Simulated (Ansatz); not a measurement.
## How Ir (Iridium, Fm-3m) expands on warming

How much does Iridium expand with temperature?

Main program and level: Ansatz 0.2.0; DFT PBEsol, scalar-relativistic, plane waves, PAW; PAW set soft_1.

This is a report of a sequence of runs, with most program output left out.

The database entry behind the starting cell differs from later determinations by our own check (0.1 to 0.3 % short, probably kX units), so it need not match the best structure at ambient conditions.

### Step 1. Set-up

The structure is cubic, space group Fm-3m (No. 225). The conventional cell has a = 3.831 Å, b = 3.831 Å, c = 3.831 Å, α = 90.00°, β = 90.00°, γ = 90.00°. Nearest to Ir lie 12 Ir at 2.71 Å.

### Step 2. Probe on a coarse mesh

A cheap single point shows whether the cell is a metal or an insulator and how far it is from rest; that sets the k-mesh and the occupations of what follows.

Contents of input.yaml:

```yaml
crystal:
  lattice:
    - [0.0, 1.9156, 1.9156]
    - [1.9156, 0.0, 1.9156]
    - [1.9156, 1.9156, 0.0]
  atoms:
    - { symbol: Ir, position: [0.0, 0.0, 0.0] }
kpoints:
  mp_grid: { grid: [8, 8, 8] }
hamiltonian:
  xc: pbesol
  pseudopotentials: { kind: paw, azcp: { folder: soft_1 }, xc_functional: pbe }
scf:
  occupations: { method: gaussian, width: 0.1 }
  lower_state_search: "off"
output:
  forces: true
  stress: true
  eigenvalues: true
```

Run with:

```
$ ansatz run input.yaml --threads 8 --pin off --max-ram 16384MiB --backend cpu --events-out ev --progress --plain --runs-dir out
```

It took 0.98 s on 8 threads of Arm Neoverse N1, shared host; peak memory 0.26 GiB.

Numbers from this step:

```
pressure          : 1.146 GPa
volume per atom   : 14.06 Å³/atom
gap on the k-mesh : 0 eV
```

The start is under 1.1 GPa at this level and looks like a metal on this mesh.

### Step 3. Finding the static equilibrium

Phonons are second derivatives about a minimum, so cell and atoms are relaxed first, inside the symmetry of the start.

Edit input.yaml of step 2 so:

```diff
@@ -8,3 +8,3 @@
 kpoints:
-  mp_grid: { grid: [8, 8, 8] }
+  mp_grid: { grid: [18, 18, 18] }
 hamiltonian:
@@ -19 +19,6 @@
   eigenvalues: true
+relax:
+  adjacent_minimum: "off"
+  f_tol: 0.005
+  max_steps: 80
+  cell: { stress_tol: 0.05 }
```

Elapsed: 2.4 s, on 8 threads; peak memory 0.32 GiB.

Little changed from the start: no atom moved by 0.005 Å and no cell edge by 0.1 %.

This step gave:

```yaml
pressure: -9.47e-4 GPa
volume_per_atom: 14.05 Å³/atom
```

### Step 4. Relaxing to small residual forces and stress

The relaxation is repeated with tighter thresholds on force and stress, since phonons are sensitive to what is left; a change of mesh or smearing in the input moves the cell too.

input.yaml, the sections that differ from step 3:

```yaml
crystal:
  lattice:
    - [0.0, 1.9150361217, 1.9150361217]
    - [1.9150361217, 0.0, 1.9150361217]
    - [1.9150361217, 1.9150361217, 0.0]
  atoms:
    - { symbol: Ir, position: [0.0, 0.0, 0.0] }
kpoints:
  mp_grid: { grid: [20, 20, 20] }
scf:
  occupations: { method: methfessel_paxton, width: 0.2 }
  lower_state_search: "off"
relax:
  adjacent_minimum: "off"
  f_tol: 0.001
  max_steps: 60
  cell: { stress_tol: 0.01 }
# hamiltonian, output: as in step 3
```

It took 3 s on 8 threads; peak memory 0.34 GiB; 18 s of CPU time.

Little changed from the start: no atom moved by 0.005 Å and no cell edge by 0.1 %.

Numbers from this step:

```
pressure        : -3.21e-4 GPa
volume per atom : 14.04 Å³/atom
```

The residual pressure is -3.2e-4 GPa, small enough for phonons.

### Step 5. The quasi-harmonic study

The study relaxes the crystal at several strains, solves the phonons on some of them and minimises the free energy at each temperature (static energy, vibrations, the electrons in a metal, and PV under a set pressure); the q-mesh sets how far the force constants reach.

input.yaml, the sections that differ from step 4:

```yaml
crystal:
  lattice:
    - [0.0, 1.914762314, 1.914762314]
    - [1.914762314, 0.0, 1.914762314]
    - [1.914762314, 1.914762314, 0.0]
  atoms:
    - { symbol: Ir, position: [0.0, 0.0, 0.0] }
output:
  eigenvalues: true
phonons:
  method: dfpt
  qmesh: [4, 4, 4]
  temperatures: { t_max: 1200.0, t_step: 50 }
  thermal_expansion: {}
# kpoints, hamiltonian, scf: as in step 4
# relax: removed
```

Wall time 14 min (8 threads); peak memory 4.1 GiB.

This step gave:

| Property | Result |
| --- | --- |
| pressure | -0.02985 GPa |
| volume expansion coefficient at 298 K | 18.84 1e-6/K |
| C_P at 298 K | 24.83 J/mol-atom/K |
| entropy at 298 K | 35.25 J/mol-atom/K |
| isothermal bulk modulus at 298 K | 374.7 GPa |
| Grüneisen parameter at 298 K | 2.451 |
| volume at 298 K | 14.12 Å³/atom |
| principal linear expansion coefficients at 298 K | 6.279, 6.279, 6.279 1e-6/K |

Strained cells of the study; zero-point energy where phonons were solved; the pressures are stresses at a fixed cutoff and can carry an offset from the finite basis. Expansion cells, by row:

```csv
cell,|a| (Å),|b| (Å),|c| (Å),V (Å³/atom),E - E_lowest (meV/atom),"pressure, compression positive (GPa)",gap (eV),zero-point energy (meV/atom)
1,2.708,2.708,2.708,14.04,0,-0.059,-,-
2,2.73,2.73,2.73,14.38,9.549,-8.792,-,-
3,2.686,2.686,2.686,13.71,9.895,9.793,-,-
4,2.708,2.708,2.708,14.04,0.001,-0.141,-,27.92
5,2.722,2.722,2.722,14.25,3.897,-5.726,-,26.87
6,2.729,2.729,2.729,14.36,8.697,-8.41,-,26.35
7,2.739,2.739,2.739,14.53,19.18,-12.2,-,25.57
8,2.681,2.681,2.681,13.63,15.4,12.37,-,-
9,2.695,2.695,2.695,13.83,3.72,5.882,-,-
10,2.754,2.754,2.754,14.78,42.19,-17.46,-,-
```

Quasi-harmonic; a, b, c are the run's own cell vectors. Expansion, by row:

```
T (K)  a (Å)  b (Å)  c (Å)  alpha (deg)  beta (deg)  gamma (deg)  cell volume (Å³/cell)  alpha_a (1e-6/K)  alpha_b (1e-6/K)  alpha_c (1e-6/K)  alpha_V (1e-6/K)  C_P (J/mol-atom/K)  C_V (J/mol-atom/K)  S (J/mol-atom/K)  B_T (GPa)  B_S (GPa)  Grueneisen  extrapolation  fit error (1e-6/K)
    0   2.71   2.71   2.71           60          60           60                  14.07                 0                 0                 0                 0                   0                   0                 0      385.4      385.4           -              0                   0
   50   2.71   2.71   2.71           60          60           60                  14.07              1.69              1.69              1.69              5.08               7.155               7.151             2.631        385      385.3       2.318              0                   0
  100   2.71   2.71   2.71           60          60           60                  14.08              4.29              4.29              4.29             12.88               17.42               17.36             11.25      383.4      384.6       2.411              0                   0
  150  2.711  2.711  2.711           60          60           60                  14.09              5.34              5.34              5.34             16.02               21.43               21.31             19.19      381.3      383.6       2.433              0                   0
  200  2.712  2.712  2.712           60          60           60                   14.1              5.83              5.83              5.83             17.48               23.23               23.04             25.63      379.1      382.4       2.442              0                   0
  250  2.712  2.712  2.712           60          60           60                  14.11               6.1               6.1               6.1              18.3               24.22               23.95             30.93      376.9      381.1       2.447              0                   0
298.1  2.713  2.713  2.713           60          60           60                  14.12              6.28              6.28              6.28             18.84               24.83                24.5             35.25      374.7      379.9       2.451              0                   0
  300  2.713  2.713  2.713           60          60           60                  14.12              6.29              6.29              6.29             18.86               24.85               24.51              35.4      374.6      379.8       2.451              0                   0
  350  2.714  2.714  2.714           60          60           60                  14.14              6.43              6.43              6.43             19.28               25.31                24.9             39.27      372.3      378.5       2.454              0                   0
  400  2.715  2.715  2.715           60          60           60                  14.15              6.54              6.54              6.54             19.63               25.68               25.19             42.68        370      377.1       2.457              0                   0
  450  2.716  2.716  2.716           60          60           60                  14.16              6.65              6.65              6.65             19.94               25.99               25.43             45.72      367.6      375.7       2.459              0                   0
  500  2.717  2.717  2.717           60          60           60                  14.18              6.74              6.74              6.74             20.23               26.27               25.63             48.47      365.2      374.3       2.462              0                0.01
  550  2.718  2.718  2.718           60          60           60                  14.19              6.84              6.84              6.84             20.51               26.53               25.81             50.99      362.8      372.9       2.464              0                0.01
  600  2.719  2.719  2.719           60          60           60                  14.21              6.93              6.93              6.93             20.78               26.78               25.98             53.31      360.4      371.5       2.466              0                0.01
  650   2.72   2.72   2.72           60          60           60                  14.22              7.01              7.01              7.01             21.04               27.02               26.13             55.46      357.9        370       2.469              0                0.01
  700  2.721  2.721  2.721           60          60           60                  14.24               7.1               7.1               7.1             21.31               27.25               26.28             57.47      355.4      368.5       2.471              0                0.01
  750  2.722  2.722  2.722           60          60           60                  14.25              7.19              7.19              7.19             21.58               27.49               26.43             59.36      352.9        367       2.473              0                0.01
  800  2.723  2.723  2.723           60          60           60                  14.27              7.28              7.28              7.28             21.85               27.72               26.57             61.14      350.4      365.5       2.476              0                   0
  850  2.724  2.724  2.724           60          60           60                  14.28              7.38              7.38              7.38             22.13               27.96               26.71             62.83      347.8        364       2.478              0                   0
  900  2.725  2.725  2.725           60          60           60                   14.3              7.47              7.47              7.47             22.41                28.2               26.85             64.43      345.2      362.5       2.481              0                   0
  950  2.726  2.726  2.726           60          60           60                  14.32              7.57              7.57              7.57              22.7               28.44                  27             65.96      342.6      360.9       2.483              0                   0
 1000  2.727  2.727  2.727           60          60           60                  14.33              7.66              7.66              7.66             22.99               28.69               27.14             67.43      339.9      359.3       2.486              0                   0
 1050  2.728  2.728  2.728           60          60           60                  14.35              7.76              7.76              7.76             23.29               28.94               27.28             68.83      337.2      357.7       2.488              0                0.01
 1100  2.729  2.729  2.729           60          60           60                  14.37              7.87              7.87              7.87              23.6                29.2               27.42             70.19      334.5      356.1       2.491              0                0.01
 1150   2.73   2.73   2.73           60          60           60                  14.38              7.97              7.97              7.97             23.92               29.46               27.57             71.49      331.7      354.5       2.493              0                0.01
 1200  2.731  2.731  2.731           60          60           60                   14.4              8.08              8.08              8.08             24.25               29.73               27.71             72.75      328.9      352.8       2.496              0                0.01
```

Expansion coefficient against temperature; values in 1e-6/K:

```csv
temperature (K),volume,principal 1
0,0,0
50,5.08,1.69
100,12.9,4.29
150,16.0,5.34
200,17.5,5.83
250,18.3,6.1
298,18.8,6.28
300,18.9,6.29
350,19.3,6.43
400,19.6,6.54
450,19.9,6.65
500,20.2,6.74
550,20.5,6.84
600,20.8,6.93
650,21.0,7.01
700,21.3,7.1
750,21.6,7.19
800,21.9,7.28
850,22.1,7.38
900,22.4,7.47
950,22.7,7.57
1000,23.0,7.66
1050,23.3,7.76
1100,23.6,7.87
1150,23.9,7.97
1200,24.2,8.08
```

At 298 K the volume expansion is 18.8 × 10⁻⁶/K and B_T is 375 GPa. The q-mesh is coarse, so this is a first estimate. The program raised the cutoff to 487.2 eV by itself: with no cutoff typed, the study takes about 1.16 times the default for its relaxations and scales it with the volume for the phonons.

### Step 6. Outcome

```
settings of these figures                        : PBEsol, 487.2 eV, k 20×20×20, q 4×4×4
volume expansion coefficient at 298 K            : 18.84 1e-6/K
C_P at 298 K                                     : 24.83 J/mol-atom/K
entropy at 298 K                                 : 35.25 J/mol-atom/K
isothermal bulk modulus at 298 K                 : 374.7 GPa
Grüneisen parameter at 298 K                     : 2.451
volume at 298 K                                  : 14.12 Å³/atom
principal linear expansion coefficients at 298 K : 6.279, 6.279, 6.279 1e-6/K
```

**Reading.** Near room temperature Iridium expands by 18.8 × 10⁻⁶/K in volume by PBEsol, with C_P = 24.8 J/(mol K) per mole of atoms and B_T = 375 GPa. The q-mesh is coarse, and the expansion can converge slowly with it. C_P at room temperature is 100 % of the classical 3R an atom. In this metal the study includes the electrons' free energy, which adds a term that grows with temperature, so the heat capacities need not level off at 3R. The PAW files were made for PBE and are used here under another functional, for which the program regenerates the frozen cores.

[Logs are printed without paths, hosts, clocks, repeated set-up lines and the standing remarks that a program may print on its own settings, such as how far it seeks lower states.]

[Hosts, paths, dates, database ids (printed as entryN), source tags and the programs' standing remarks are cut or masked in the printed files.]

[A step with changed settings may run another functional than the one named; its input shows which.]
